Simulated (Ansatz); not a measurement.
# Li on Cu(100): change of the work function

Aim: the work function of Cu(100) at several coverages of Li (hollow site), and the dipole that each adsorbate carries.

Calculated with Ansatz 0.2.0; plane-wave DFT, PBE, Ansatz PAW.

The raw output is cut from this account; settings, times and results stay.

### 1. The structure

The cell holds 4 atoms: 4 Cu. Cell: a = 2.553 Å, b = 2.553 Å, c = 23.415 Å, α = 90.0°, β = 90.0°, γ = 90.0°. Vacuum lies along c.

### 2. The clean slab

The bare slab comes first, as the zero from which every change is counted. The two lowest layers are held at bulk places and the upper ones relax. The dipole correction removes the false field that a one-sided slab makes across the periodic vacuum, so each face gets a flat vacuum level of its own.

Contents of input.yaml:

```yaml
crystal:
  lattice:
    - [2.5526554801, 0.0, 0.0]
    - [0.0, 2.5526554801, 0.0]
    - [0.0, 0.0, 23.415]
  atoms:
    - { symbol: Cu, position: [0.5, 0.5, 0.3843689942] }
    - { symbol: Cu, position: [0.0, 0.0, 0.4614563314] }
    - { symbol: Cu, position: [0.5, 0.5, 0.5385436686] }
    - { symbol: Cu, position: [0.0, 0.0, 0.6156310058] }
kpoints:
  mp_grid: { grid: [12, 12, 1] }
hamiltonian:
  xc: pbe
scf:
  occupations: { method: fermi_dirac, width: 0.1 }
  convergence: { dr2_threshold: 1.0e-08 }
efield:
  axis: 3
  dipole_correction: true
  ramp_position: 0.97
  ramp_width: 0.06
relax:
  f_tol: 0.02
  max_steps: 60
  constraints: [{ sites: [0, 1] }]
output:
  write_potential: true
  write_density: true
  volumetric_format: npy
```

Launch:

```
> ansatz run input.yaml --threads 4 --pin off --max-ram 16384MiB --backend cpu --events-out ev --progress --plain --runs-dir out
```

Elapsed: 15 s, on 4 threads of Arm Neoverse V2, shared host; peak memory 0.51 GiB.

Relaxation path:

```
step  energy less that of the first step (eV)  largest force component (eV/Å)
   1                                   0.0000                          0.2181
   2                                  -0.0019                          0.1395
   3                                  -0.0033                          0.0021
```

The run keeps the 8 symmetry operations that the program found, so distortions that break them were not tested.

The atoms that moved most (Å):

```
atom     dx     dy     dz  length
 Cu3  0.000  0.000  0.031   0.031
```

The relaxed structure:

```xyz
4
Lattice="2.5527 0.0000 0.0000 0.0000 2.5527 0.0000 0.0000 0.0000 23.4150" Properties=species:S:1:pos:R:3
Cu    1.2763    1.2763    9.0000
Cu    0.0000    0.0000   10.8050
Cu    1.2763    1.2763   12.6413
Cu    0.0000    0.0000   14.4180
```

Read from the output:

| Item | Value |
| --- | --- |
| energy at zero smearing | -26499.4726 eV |
| work function, upper face | 4.571 eV |
| dipole along the normal | 4.05e-4 e·Å |

Running mean over 1.805 Å of the planar mean; the ramp of the sawtooth is left out. Electron's electrostatic potential energy less the Fermi level against z:

```
z (Å)  electron's electrostatic potential energy less the Fermi level (eV)
  3.0                                                                 4.58
  3.5                                                                 4.58
  4.0                                                                 4.58
  4.5                                                                 4.58
  5.0                                                                 4.58
  5.5                                                                 4.57
  6.0                                                                 4.54
  6.5                                                                 4.45
  7.0                                                                 4.10
  7.5                                                                 2.70
  8.0                                                                -1.44
  8.5                                                                -6.20
  9.0                                                                -8.30
  9.5                                                                -8.63
 10.0                                                                -8.72
 10.5                                                                -8.78
 11.0                                                                -8.72
 11.5                                                                -8.54
 12.0                                                                -8.55
 12.5                                                                -8.77
 13.0                                                                -8.94
 13.5                                                                -9.00
 14.0                                                                -8.80
 14.5                                                                -8.20
 15.0                                                                -5.53
 15.5                                                               -0.619
 16.0                                                                 3.08
 16.5                                                                 4.18
 17.0                                                                 4.46
 17.5                                                                 4.54
 18.0                                                                 4.56
 18.5                                                                 4.57
 19.0                                                                 4.57
 19.5                                                                 4.57
 20.0                                                                 4.57
```

The relaxation took 3 steps and lowered the energy by 0.0033 eV; the largest force on the free atoms ends at 0.0021 eV/Å.

The work function of the upper face is 4.57 eV.

### 3. Adsorbate added, k-mesh 4×4×1, coverage 0.111 ML

System of this step: Li/Cu(100). The cell holds 37 atoms: 36 Cu and 1 Li. Cell: a = 7.658 Å, b = 7.658 Å, c = 25.396 Å, α = 90.0°, β = 90.0°, γ = 90.0°. Vacuum lies along c.

The clean slab as it ended is repeated in the plane and the adsorbate is set on one face; the cell's size fixes the coverage, and the k-mesh shrinks with it to keep the sampling density about even. Adsorbate and upper layers relax, since the dipole depends on the height.

Contents of input.yaml:

```yaml
crystal:
  lattice:
    - [7.6579664403, 0.0, 0.0]
    - [0.0, 7.6579664403, 0.0]
    - [0.0, 0.0, 25.3962664858]
  atoms:
    - { symbol: Cu, position: [0.1666666667, 0.1666666667, 0.3543827989] }
    - { symbol: Cu, position: [0.0, 0.0, 0.4254562381] }
    - { symbol: Cu, position: [0.1666666667, 0.1666666667, 0.4977633208] }
    - { symbol: Cu, position: [0.0, 0.0, 0.5677200426] }
    - { symbol: Cu, position: [0.1666666667, 0.5, 0.3543827989] }
    - { symbol: Cu, position: [0.0, 0.3333333333, 0.4254562381] }
    - { symbol: Cu, position: [0.1666666667, 0.5, 0.4977633208] }
    - { symbol: Cu, position: [0.0, 0.3333333333, 0.5677200426] }
[... 25 atom lines left out ...]
    - { symbol: Cu, position: [0.6666666667, 0.6666666667, 0.4254562381] }
    - { symbol: Cu, position: [0.8333333333, 0.8333333333, 0.4977633208] }
    - { symbol: Cu, position: [0.6666666667, 0.6666666667, 0.5677200426] }
    - { symbol: Li, position: [0.1666666667, 0.1666666667, 0.6456172011] }
kpoints:
  mp_grid: { grid: [4, 4, 1] }
hamiltonian:
  xc: pbe
scf:
  occupations: { method: fermi_dirac, width: 0.1 }
  convergence: { dr2_threshold: 1.0e-08 }
efield:
  axis: 3
  dipole_correction: true
  ramp_position: 0.97
  ramp_width: 0.06
relax:
  f_tol: 0.02
  max_steps: 60
  constraints:
    - { sites: [0, 1, 4, 5, 8, 9, 12, 13, 16, 17, 20, 21, 24, 25, 28, 29, 32, 33] }
output:
  write_potential: true
  write_density: true
  volumetric_format: npy
```

Run time: 9.6 min. Hardware: 4 threads; peak memory 11 GiB.

Step by step:

```
step  energy less that of the first step (eV)  largest force component (eV/Å)
   1                                   0.0000                          0.1923
   2                                  -0.0095                          0.0851
   3                                  -0.0109                          0.0402
   4                                  -0.0112                          0.0015
```

Forces are held to the 8 operations that the program found; a distortion that breaks them can't arise in this run.

The atoms that moved most (Å):

```
atom      dx      dy      dz  length
Li37   0.000   0.000  -0.075   0.075
 Cu3   0.000   0.000  -0.017   0.017
Cu32   0.000  -0.001   0.013   0.013
Cu24  -0.001   0.000   0.013   0.013
Cu12   0.001   0.000   0.013   0.013
Cu28   0.000   0.001   0.013   0.013
Cu11   0.000  -0.003  -0.005   0.006
Cu27  -0.003   0.000  -0.005   0.006
```

The relaxed structure:

```xyz
37
Lattice="7.6580 0.0000 0.0000 0.0000 7.6580 0.0000 0.0000 0.0000 25.3963" Properties=species:S:1:pos:R:3
Cu    1.2763    1.2763    9.0000
Cu    0.0000    0.0000   10.8050
Cu    1.2763    1.2763   12.6246
Cu   -0.0001   -0.0001   14.4218
Cu    1.2763    3.8290    9.0000
Cu    0.0000    2.5527   10.8050
Cu    1.2763    3.8324   12.6365
Cu   -0.0001    2.5528   14.4218
Cu    1.2763    6.3816    9.0000
Cu    0.0000    5.1053   10.8050
Cu    1.2763    6.3782   12.6365
Cu    0.0010    5.1053   14.4305
Cu    3.8290    1.2763    9.0000
Cu    2.5527    0.0000   10.8050
Cu    3.8324    1.2763   12.6365
Cu    2.5528   -0.0001   14.4218
Cu    3.8290    3.8290    9.0000
Cu    2.5527    2.5527   10.8050
Cu    3.8295    3.8295   12.6428
Cu    2.5528    2.5528   14.4218
Cu    3.8290    6.3816    9.0000
Cu    2.5527    5.1053   10.8050
Cu    3.8295    6.3811   12.6428
Cu    2.5516    5.1053   14.4305
Cu    6.3816    1.2763    9.0000
Cu    5.1053    0.0000   10.8050
Cu    6.3782    1.2763   12.6365
Cu    5.1053    0.0010   14.4305
Cu    6.3816    3.8290    9.0000
Cu    5.1053    2.5527   10.8050
Cu    6.3811    3.8295   12.6428
Cu    5.1053    2.5516   14.4305
Cu    6.3816    6.3816    9.0000
Cu    5.1053    5.1053   10.8050
Cu    6.3811    6.3811   12.6428
Cu    5.1053    5.1053   14.4227
Li    1.2763    1.2763   16.3214
```

Numbers from this step:

- energy at zero smearing: -238700.5673 eV
- work function, upper face: 3.248 eV
- work function, lower face: 4.569 eV
- dipole along the normal: 0.4281 e·Å
- step between the vacuum levels: -1.321 eV

Running mean over 1.805 Å of the planar mean; the ramp of the sawtooth is left out. Electron's electrostatic potential energy less the Fermi level against z:

```
z (Å)  electron's electrostatic potential energy less the Fermi level (eV)
    3                                                                 4.57
    4                                                                 4.57
    5                                                                 4.57
    6                                                                 4.53
    7                                                                 4.09
    8                                                                -1.45
    9                                                                -8.31
   10                                                                -8.73
   11                                                                -8.75
   12                                                                -8.60
   13                                                                -8.90
   14                                                                -8.76
   15                                                                -5.77
   16                                                                 2.06
   17                                                                 2.98
   18                                                                 3.21
   19                                                                 3.24
   20                                                                 3.25
   21                                                                 3.25
   22                                                                 3.25
```

The relaxation took 4 steps and lowered the energy by 0.011 eV; the largest force on the free atoms ends at 0.0015 eV/Å.

The covered face has 3.25 eV, -1.32 eV against the clean one; the bare back face has moved by -0.01 eV, a measure of how thin the slab is.

[end of part 1 of 2]

[Long decimals in the printed logs are rounded to 6 places.]

[Logs are printed without paths, hosts, clocks, repeated set-up lines and the standing remarks that a program may print on its own settings, such as how far it seeks lower states.]

[Hosts, paths, dates, database ids (printed as entryN), source tags and the programs' standing remarks are cut or masked in the printed files.]

[Maps of the electrostatic potential energy from Ansatz leave out the sawtooth potential of an applied field or a dipole correction, so their vacuum need not be flat; planar profiles and work functions include it.]
